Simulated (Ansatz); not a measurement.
## Mg (P6_3/mmc, 2 atoms in the cell): Grüneisen parameters

Does Mg (P6_3/mmc, 2 atoms in the cell) expand much on heating, by its phonons?

Calculated with Ansatz 0.2.0; DFT PBEsol, scalar-relativistic, plane waves, PAW; PAW set soft_1.

## 1. Starting point

Symmetry: P6_3/mmc, No. 194, hexagonal system. The conventional cell has a = 3.191 Å, b = 3.191 Å, c = 5.101 Å, α = 90.00°, β = 90.00°, γ = 120.00°. Nearest to Mg lie 12 Mg at 3.15 to 3.19 Å.

## 2. Response at finite wavevector

Stability and thermal properties need the whole zone. Linear response on a 3×3×2 q mesh gives force constants as far as a supercell of that size would.

File input.yaml:

```yaml
crystal:
  lattice:
    - [3.1908322506, 0.0, 0.0]
    - [-1.5954161253, 2.7633417882, 0.0]
    - [0.0, 0.0, 5.101070738]
  atoms:
    - { symbol: Mg, position: [0.3333333333, 0.6666666667, 0.25] }
    - { symbol: Mg, position: [0.6666666667, 0.3333333333, 0.75] }
kpoints:
  mp_grid: { grid: [15, 15, 8] }
hamiltonian:
  xc: pbesol
  pseudopotentials: { kind: paw, azcp: { folder: soft_1 }, xc_functional: pbe }
scf:
  occupations: { method: methfessel_paxton, width: 0.2 }
output:
  eigenvalues: true
phonons:
  method: dfpt
  qmesh: [3, 3, 2]
  temperatures: { t_max: 1000, t_step: 50 }
  qpath:
    path:
      - [[0.0, 0.0, 0.0], [0.5, 0.0, 0.0], [0.33333333, 0.33333333, 0.0], [0.0, 0.0, 0.0], [0.0, 0.0, 0.5], [0.5, 0.0, 0.5], [0.33333333, 0.33333333, 0.5], [0.0, 0.0, 0.5]]
      - [[0.5, 0.0, 0.5], [0.5, 0.0, 0.0]]
      - [[0.33333333, 0.33333333, 0.5], [0.33333333, 0.33333333, 0.0]]
    npoints: 10
```

Launch:

```bash
$ ansatz run input.yaml --threads 4 --pin off --max-ram 10240MiB --backend cpu --events-out ev --progress --plain --runs-dir out
```

The log of the run:

```text
Engine: ansatz 0.2.0, aarch64-unknown-linux-gnu
Pseudopotentials: kind: paw
Pseudopotential: Mg, paw, valence charge 10, recommended cutoff 420 eV (normal), soft_1/Mg.paw.azcp
Functional definition: PBEsol
  exchange = pbesol_x
  correlation = pbesol_c
Crystal: 2 atoms, lattice volume = 44.978 Å³
Basis set: ecut = 420 eV, 881 PW (Γ), exchange–correlation on 48×48×72 points (8 copies of the dense FFT grid, shifted against one another)
Bands: 14, of which v1, the nominal top of the filled ones, is band 10 counted from 1 (9 counted from 0)
Symmetry: 24 space group operations
k-points: 135 of 1800
Non-local potential: Mg, projectors of the file, l = 0: 3, l = 1: 2, l = 2: 1
PAW form: soft (Blöchl's): semilocal exchange-correlation on the pseudo side does not see the compensation charge
PAW frozen core: Mg, regenerated for the run's functional, and the local potential with it (the file was generated under x = pbe(κ = 0.804, μ = 0.219515), c = pbe(β = 0.066725))
PAW one-centre angular grid: Mg, 110 points (default); XC on 64 Gauss nodes
Initial density: superposition of atomic densities (chi_scale 0.1, normalization cell)
Initial wavefunctions: pseudopotential atomic-orbital guess
Functional: x = pbesol(κ = 0.804, μ = 0.123457), c = pbesol(β = 0.046)
SCF iter   1: F=—  HF=-3824.135470 eV  |F-HF|=—  |Δ(HF+E_count)|=         —  Δρ=1.41e-2  dr2=1.17e-1  ethr=3.10e-3  ⟨swp⟩=5.0  Hψ=9398  notcnv=0
preconditioner: auto → none  [metal: Δε(μ)=0.019 eV  Ē_g=6.991 eV  σ=0.200 eV  W_gap=0.08  n_scr=8 (ndim 8)  ℏωp=11.1 eV  f_vac=0.000  D(μ)=0.93/eV (n_scr^D=2)  sad-step TF]
SCF iter   2: F=—  HF=-3824.123675 eV  |F-HF|=—  |Δ(HF+E_count)|=   1.18e-2  S|Δr|=    0.00e0  Δρ=9.85e-3  dr2=5.92e-2  ethr=5.86e-4  ⟨swp⟩=1.0  Hψ=2970  notcnv=0
SCF iter   3: F=—  HF=-3824.105195 eV  |F-HF|=—  |Δ(HF+E_count)|=   1.85e-2  S|Δr|=    0.00e0  Δρ=1.55e-3  dr2=1.40e-3  ethr=2.96e-4  ⟨swp⟩=1.2  Hψ=1917  notcnv=0
SCF iter   4: F=—  HF=-3824.104960 eV  |F-HF|=—  |Δ(HF+E_count)|=   2.35e-4  S|Δr|=    0.00e0  Δρ=1.48e-4  dr2=3.87e-6  ethr=7.01e-6  ⟨swp⟩=2.9  Hψ=3281  notcnv=0
SCF iter   5: F=—  HF=-3824.104957 eV  |F-HF|=—  |Δ(HF+E_count)|=   2.97e-6  S|Δr|=    0.00e0  Δρ=1.45e-5  dr2=2.43e-8  ethr=1.94e-8  ⟨swp⟩=2.0  Hψ=3279  notcnv=0
SCF iter   6: F=—  HF=-3824.104957 eV  |F-HF|=—  |Δ(HF+E_count)|=   3.32e-8  S|Δr|=    0.00e0  Δρ=2.62e-6  dr2=8.38e-10  ethr=1.21e-10  ⟨swp⟩=2.0  Hψ=3242  notcnv=0
SCF iter   7: F=-3824.104957 eV  HF=-3824.104957 eV  |F-HF|=5.00e-12  |Δ(HF+E_count)|=   1.75e-9  S|Δr|=    0.00e0  Δρ=1.04e-7  dr2=2.32e-12  ethr=1.00e-12  ⟨swp⟩=4.5  Hψ=9543  notcnv=0
SCF 1 converged in 7 iterations: F = -3824.104957 eV  dr2 = 2.32e-12
  greatest PAW one-centre occupation: 1.000 electrons in one spin orbital (limit 2), on the Mg atom at site 1 (counted from 0), in its partial waves of l = 0
NSCF: frozen V_eff on 135 k-points
NSCF: frozen V_eff on 320 k-points
DFPT response loops at q = (0, 0, 0) (fractional): preconditioner auto → Kerker (q_TF=auto, 2.384 Å⁻¹) (partly filled bands, converged f_vac=0.000); β = 1.00, the filter's whole step (`scf.mixing.beta` (0.50) is not read by the response loops under this deck's `scf.mixing.preconditioner`; to damp them name `kerker` or `kerker_dos`, under which they read `scf.mixing.beta`, and type it under 1.00, their step now; both keys bind the ground state too); Broyden in place of MSR1
NSCF: frozen V_eff on 640 k-points
DFPT response loops at q = (0, 0, -0.5) (fractional): mixed as the last ones told, above
NSCF: frozen V_eff on 1200 k-points
DFPT response loops at q = (0, 0.333333, 0) (fractional): mixed as the last ones told, above
NSCF: frozen V_eff on 1200 k-points
DFPT response loops at q = (0, 0.333333, -0.5) (fractional): mixed as the last ones told, above
NSCF: frozen V_eff on 1200 k-points
DFPT response loops at q = (0.333333, 0.333333, 0) (fractional): mixed as the last ones told, above
NSCF: frozen V_eff on 1200 k-points
DFPT response loops at q = (0.333333, 0.333333, -0.5) (fractional): mixed as the last ones told, above
SCF converged after 7 iterations
Stability not checked: this state was not tested for a lower state beside it, because cold or Methfessel-Paxton smearing, or corrected tetrahedra, fill the levels in a way that the test cannot read (fill_not_monotonic; see scf.lower_state_search)
Free energy (F): -3824.104957 eV
Harris-Foulkes:  -3824.104957 eV  (|F-HF|=5.00e-12)
Internal energy: -3824.103239 eV  (E = F + TS)
E sigma→0 (E₀):  -3824.104527 eV
Entropy (-TS):   -0.001718 eV (-0.859 meV/atom)
Fermi energy:    5.725744 eV
--- Per-component energies (eV) ---
  E_band       = -709.628535
  E_kinetic    = 138.595541
  E_local      = -3411.784327  (includes V_loc(G=0)·N_el)
  E_nonlocal   = 391.930651
  E_hartree    = 1161.868968
  E_xc         = -51.505316
  E_vxc        = -66.748122  (∫ρ·V_xc dr)
  E_paw        = -580.041931  (= ΣΔE_a)
  E_vpaw       = -85.359949  (= ΣTr[D̂ρ^β])
  E_aug_tail   = -0.000288  (compensation charges beyond the density's cutoff)
  E_ewald      = -1473.284262
  E_core_change = 0.117725  (= ΣΔE_core)
  E_smearing   = -0.001718  (= −TS)
  E_closure    = 0.000000  (closes the sum)
  Σ components = -3824.104957   (vs F -3824.104957, Δ=0.00e0)
--- Band table (eV; the first three rows and the last of 135) ---
  k-point 0: bands = [... 6 lower, -36.8119, -36.8119, -1.2830, 4.1010, 4.6377, 16.6092, 16.6092, 16.7311]
  k-point 1: bands = [... 6 lower, -36.8122, -36.8122, -1.1921, 3.0479, 5.8462, 16.6805, 16.6805, 16.7915]
  k-point 2: bands = [... 6 lower, -36.8128, -36.8128, -0.9201, 1.9253, 7.4349, 15.1231, 16.8859, 16.8859]
  k-point 134: bands = [... 6 lower, -36.8187, -36.8187, 5.8921, 5.8921, 6.3739, 6.3739, 7.2776, 7.2776]
--- Phonons (Γ-DFPT): 2 representative perturbations + reference (Σ response iterations 6) ---
  ASR residual: 9.341e-5 → 0.000e0 eV/Å²; symmetrization residual: 6.475e-12 eV/Å²
  ASR residual per site (eV/Å²): 9.34e-5 9.34e-5
  Γ frequencies (cm⁻¹): 0.00 0.00 0.00 131.02 131.02 256.27
--- Phonons (arbitrary-q DFPT): 6 irreducible q on the 3×3×2 mesh ---
  q = [0.0000, 0.0000, 0.0000] (star 1, of the zone-centre solve; hermiticity 3.87e-14, symmetrization 2.21e-12): 0.00 0.00 0.00 131.02 131.02 256.27
  q = [0.0000, 0.0000, -0.5000] (star 1, 2 solved perturbations in 455 linear systems a pass and spin channel, the states on 320 of 1800 k-point pairs; hermiticity 1.59e-12, symmetrization 8.07e-9): 97.94 97.94 97.94 97.94 184.90 184.90
  q = [0.0000, 0.3333, 0.0000] (star 6, 3 solved perturbations on 600 of 1800 k-point pairs; hermiticity 2.26e-7, symmetrization 2.27e-13): 104.72 116.11 175.10 193.22 216.43 228.25
  q = [0.0000, 0.3333, -0.5000] (star 6, 3 solved perturbations on 600 of 1800 k-point pairs; hermiticity 2.79e-7, symmetrization 3.48e-8): 142.21 142.21 154.73 154.73 231.45 231.45
  q = [0.3333, 0.3333, 0.0000] (star 2, 2 solved perturbations in 830 linear systems a pass and spin channel, the states on 600 of 1800 k-point pairs; hermiticity 1.17e-8, symmetrization 5.86e-9): 177.49 177.49 187.12 194.46 194.46 228.49
  q = [0.3333, 0.3333, -0.5000] (star 2, 2 solved perturbations in 830 linear systems a pass and spin channel, the states on 600 of 1800 k-point pairs; hermiticity 2.21e-7, symmetrization 1.09e-11): 137.95 137.95 208.86 208.86 236.25 236.25
  sum rule: each row above includes the acoustic sum rule's correction from the zone centre's row sums; it moved no ω² by more than (1.02 cm⁻¹)²
  mesh force constants: q→R imaginary residual 0.00e0; ASR residual 9.341e-5 → 0.000e0 eV/Å²; symmetrization residual 3.553e-15 eV/Å²
  interpolated dispersion: 93 rows × 6 modes
  density of states and harmonic sums: on the 24×24×12 q-mesh, interpolated from the force constants of a 3×3×2 supercell (no non-analytic term)
  largest difference from the sums on the solved wave vectors: F 3.58e-2 eV, S 5.01e-5 and C_V 1.43e-5 eV/K
  zero-point energy: 0.064150 eV/cell   skipped modes (ω ≤ 0): 3   left out of the sums: 7.23e-5 of the cell's modes: C_V's classical limit lies that fraction below 3 k_B per atom; for a crystal, a wire or a layer, F and S can be off by more, and a phonons.interpolated_qmesh denser along its periods is the remedy for the sampling
```

Wall time 74 s (4 threads of Arm Neoverse V1, shared host); peak memory 1 GiB; 4.8 min of CPU time.

Numbers from this step:

```yaml
volume_per_atom: 22.49 Å³
gap_on_the_k_mesh: 0 eV
sum_rule_residual_before_enforcement: 9.34e-5 eV/Å²
lowest_frequency_on_the_path: 0 cm⁻¹
point_group: 6/mmm
highest_frequency_on_path_mesh_or_solved_points: 256.3 cm⁻¹
mean_frequency: 172.5 cm⁻¹
debye_temperature_second_moment: 332 K
logarithmic_mean_frequency: 165 cm⁻¹
highest_optical_mode_at_the_zone_centre_no_lo_to_term: 256.3 cm⁻¹
lowest_optical_zone_centre_mode: 131.0 cm⁻¹
lowest_mode_on_the_q_mesh_acoustic_modes_at_gamma_apart: 97.94 cm⁻¹
zero_point_energy_per_atom: 32.07 meV
heat_capacity_at_300_k: 23.48 J/(mol atoms K)
vibrational_entropy_at_300_k: 31.52 J/(mol atoms K)
```

Frequencies (cm⁻¹) solved at each irreducible wavevector; negative means imaginary. Frequencies by wavevector, by row:

```
q in reciprocal lattice units  star  mode 1  mode 2  mode 3  mode 4  mode 5  mode 6
                        0 0 0     1       0       0       0     131     131   256.3
                     0 0 -0.5     1    97.9    97.9    97.9    97.9   184.9   184.9
                   0 0.3333 0     6   104.7   116.1   175.1   193.2   216.4   228.2
                0 0.3333 -0.5     6   142.2   142.2   154.7   154.7   231.4   231.4
              0.3333 0.3333 0     2   177.5   177.5   187.1   194.5   194.5   228.5
           0.3333 0.3333 -0.5     2   137.9   137.9   208.9   208.9   236.2   236.2
```

Symmetry leaves 6 wavevectors to solve. The lowest mode among them, the acoustic zeros apart, lies at q = (0, 0, -0.5) and is real, 97.9 cm⁻¹.

## 3. Relaxing at another volume, volume ratio 0.97

The volume is scaled by 0.97 and held, while shape and atoms relax as far as symmetry allows. The modes can then be followed against volume.

input.yaml, the sections that differ from step 2:

```yaml
crystal:
  lattice:
    - [3.1585994181, 0.0, 0.0]
    - [-1.579299709, 2.7354273364, 0.0]
    - [0.0, 0.0, 5.0495412479]
  atoms:
    - { symbol: Mg, position: [0.3333333333, 0.6666666667, 0.25] }
    - { symbol: Mg, position: [0.6666666667, 0.3333333333, 0.75] }
output:
  forces: true
  stress: true
  eigenvalues: true
  write_density: true
  write_potential: true
  elf: true
  volumetric_format: npy
relax:
  adjacent_minimum: "off"
  f_tol: 0.001
  max_steps: 60
  cell: { stress_tol: 0.01, fix: [volume] }
# kpoints, hamiltonian, scf: as in step 2
# phonons: removed
```

The log of the run:

```text
[...]
Crystal: 2 atoms, lattice volume = 43.629 Å³
Basis set: ecut = 420 eV, 845 PW (Γ), exchange–correlation on 48×48×72 points (8 copies of the dense FFT grid, shifted against one another)
Bands: 14, of which v1, the nominal top of the filled ones, is band 10 counted from 1 (9 counted from 0)
Symmetry: 24 space group operations
[...]
k-points: 135 of 1800
[...]
--- Relaxed structure (2 steps of the walk, 2 accepted, 1 SCFs on fresh bases) ---
  F+E_penalty+E_count = -3824.09997704 eV   max|allowed force component| = 9.252e-18 eV/Å   (the final SCF, on the basis selected at the relaxed cell)
  cell:  # Å, volume = 43.6286 Å³
    - [3.158187, -2.886369e-11, 0]
    - [-1.579094, 2.735070, 0]
    - [0, 0, 5.050859]
  atoms:
    - { symbol: Mg, position: [0.333333, 0.666667, 0.25] }
    - { symbol: Mg, position: [0.666667, 0.333333, 0.750000] }
[key lines of the parts left out:]
SCF converged after 4 iterations
Free energy (F): -3824.099977 eV
Fermi energy:    5.981954 eV
P = ⅓ Tr σ = 1.2103 GPa (12.103 kbar)
```

It took 3.5 s on 4 threads; peak memory 0.37 GiB; 13 s of CPU time.

Little changed from the start: no atom moved by 0.005 Å and no cell edge by 0.1 %.

Read from the output:

```yaml
pressure: 1.210 GPa
volume_per_atom: 21.81 Å³
```

ELF in the ac plane at fractional y = 0.333, with atoms of Mg within 0.2 Å of it. It is the smooth field of the valence electrons, not physical close to the nuclei.

Ten even steps from '_' (0.05) to '@' (0.69):
```
############**++--::......--==**
**########**++::____________..==
==########++::____..::::..____..
::**######==____..========::____
..++####**::__..====----====..__
..==####**::__..==--....::==::__
..==####**::__..==--....::==::__
..++####**::__..====----====..__
::**######==____..========::____
==########++::____..::::..____..
**########**++::____________..==
############**++--::......--==**
##################**++++****####
##********####%%%%%%%%%%%%%%%%##
**++======++##%%%%@@@@@@@@%%%%##
==::::::::==++##%%@@@@@@@@@@%%**
::..____..::==**%%@@@@@@@@@@##++
..________..--++%%@@@@@@@@%%##==
____________::++%%@@@@@@@@%%**--
____________::++%%@@@@@@@@%%**--
..________..--++%%@@@@@@@@%%##==
::..____..::==**%%@@@@@@@@@@##++
==::::::::==++##%%@@@@@@@@@@%%**
**++======++##%%%%@@@@@@@@%%%%##
##********####%%%%%%%%%%%%%%%%##
##################**++++****####
```
Columns run along a (3.2 Å), rows up along c (5.1 Å). Atoms in or near the plane, at fractional coordinates: Mg at (0.67, 0.75).

Electrostatic potential energy in the ac plane at fractional y = 0.333, with atoms of Mg within 0.2 Å of it. With pseudopotentials it is smooth inside the atoms' cores, unlike the true potential.

Values in eV, 22 rows by 16 columns, each cell a mean:
```
  7   7   8   8   7   7   6   5   3   2   1   1   2   3   4   6
  6   7   7   8   7   6   4   2  -1  -5  -9  -9  -6  -2   1   4
  4   6   7   7   6   5   2  -2 -11 -24 -34 -36 -28 -15  -4   1
  3   5   6   7   6   4   0  -9 -28 -52 -62 -63 -59 -36 -14  -2
  2   5   6   6   5   3  -2 -15 -43 -68 -69 -69 -69 -53 -23  -4
  2   5   6   6   5   3  -2 -16 -45 -69 -69 -69 -69 -55 -24  -5
  3   5   6   7   6   3   0 -10 -31 -56 -65 -65 -63 -39 -15  -2
  4   6   7   7   6   5   2  -3 -13 -28 -39 -41 -32 -17  -5   1
  5   7   7   7   7   6   4   2  -2  -7 -11 -12  -8  -3   1   3
  6   7   8   8   7   7   6   4   3   2   0   0   1   2   4   5
  7   7   7   7   7   7   7   6   5   5   4   4   5   5   6   6
  7   6   6   6   6   6   7   7   7   7   7   7   7   7   7   7
  6   5   4   4   5   5   6   7   7   7   8   8   7   7   7   6
  4   3   2   2   3   4   5   6   7   7   8   8   8   7   6   5
  3   1   0   0   0   2   4   5   6   7   8   8   7   7   6   4
  2   0  -2  -3  -1   1   3   5   6   7   8   8   7   7   5   4
  2   0  -2  -3  -2   1   3   5   6   7   8   8   7   7   5   4
  3   1   0  -1   0   2   3   5   6   7   8   8   7   7   6   4
  4   3   2   2   2   3   5   6   7   7   8   8   8   7   6   5
  5   5   4   4   4   5   6   6   7   7   8   8   8   7   7   6
  6   6   6   6   6   6   7   7   7   7   7   7   7   7   7   7
  7   7   7   7   7   7   7   6   6   5   5   5   5   6   6   7
```
Columns run along a (3.2 Å; values clipped at the 3rd and 97th percentile), rows up along c (5.1 Å). Atoms in or near the plane, at fractional coordinates: Mg at (0.67, 0.75).

Valence density in the ac plane at fractional y = 0.333, with atoms of Mg within 0.2 Å of it. It is the smooth field of the valence electrons, not physical close to the nuclei.

Ten steps, logarithmic in the rise over the least value, from '_' (0 e/Å³) to '@' (26 e/Å³):
```
________________________________
________________________________
__________________..::::..______
________________..==****++::____
______________..==##%%%%##++..__
______________..++%%@@@@@@**::__
______________..++%%@@@@@@**::__
______________..==##%%%%##++..__
________________..==****++::____
__________________..::::..______
________________________________
________________________________
________________________________
________________________________
________________________________
________________________________
________________________________
________________________________
________________________________
________________________________
________________________________
________________________________
________________________________
________________________________
________________________________
________________________________
```
Columns run along a (3.2 Å), rows up along c (5.1 Å). Atoms in or near the plane, at fractional coordinates: Mg at (0.67, 0.75).

(Continued in part 2 of 2.)

[Long decimals in the printed logs are rounded to 6 places.]

[Logs are printed without paths, hosts, clocks, repeated set-up lines and the standing remarks that a program may print on its own settings, such as how far it seeks lower states.]

[Hosts, paths, dates, database ids (printed as entryN), source tags and the programs' standing remarks are cut or masked in the printed files.]

[Where the starting crystal was built by hand or by swapping elements, it need not be the compound's stable phase.]
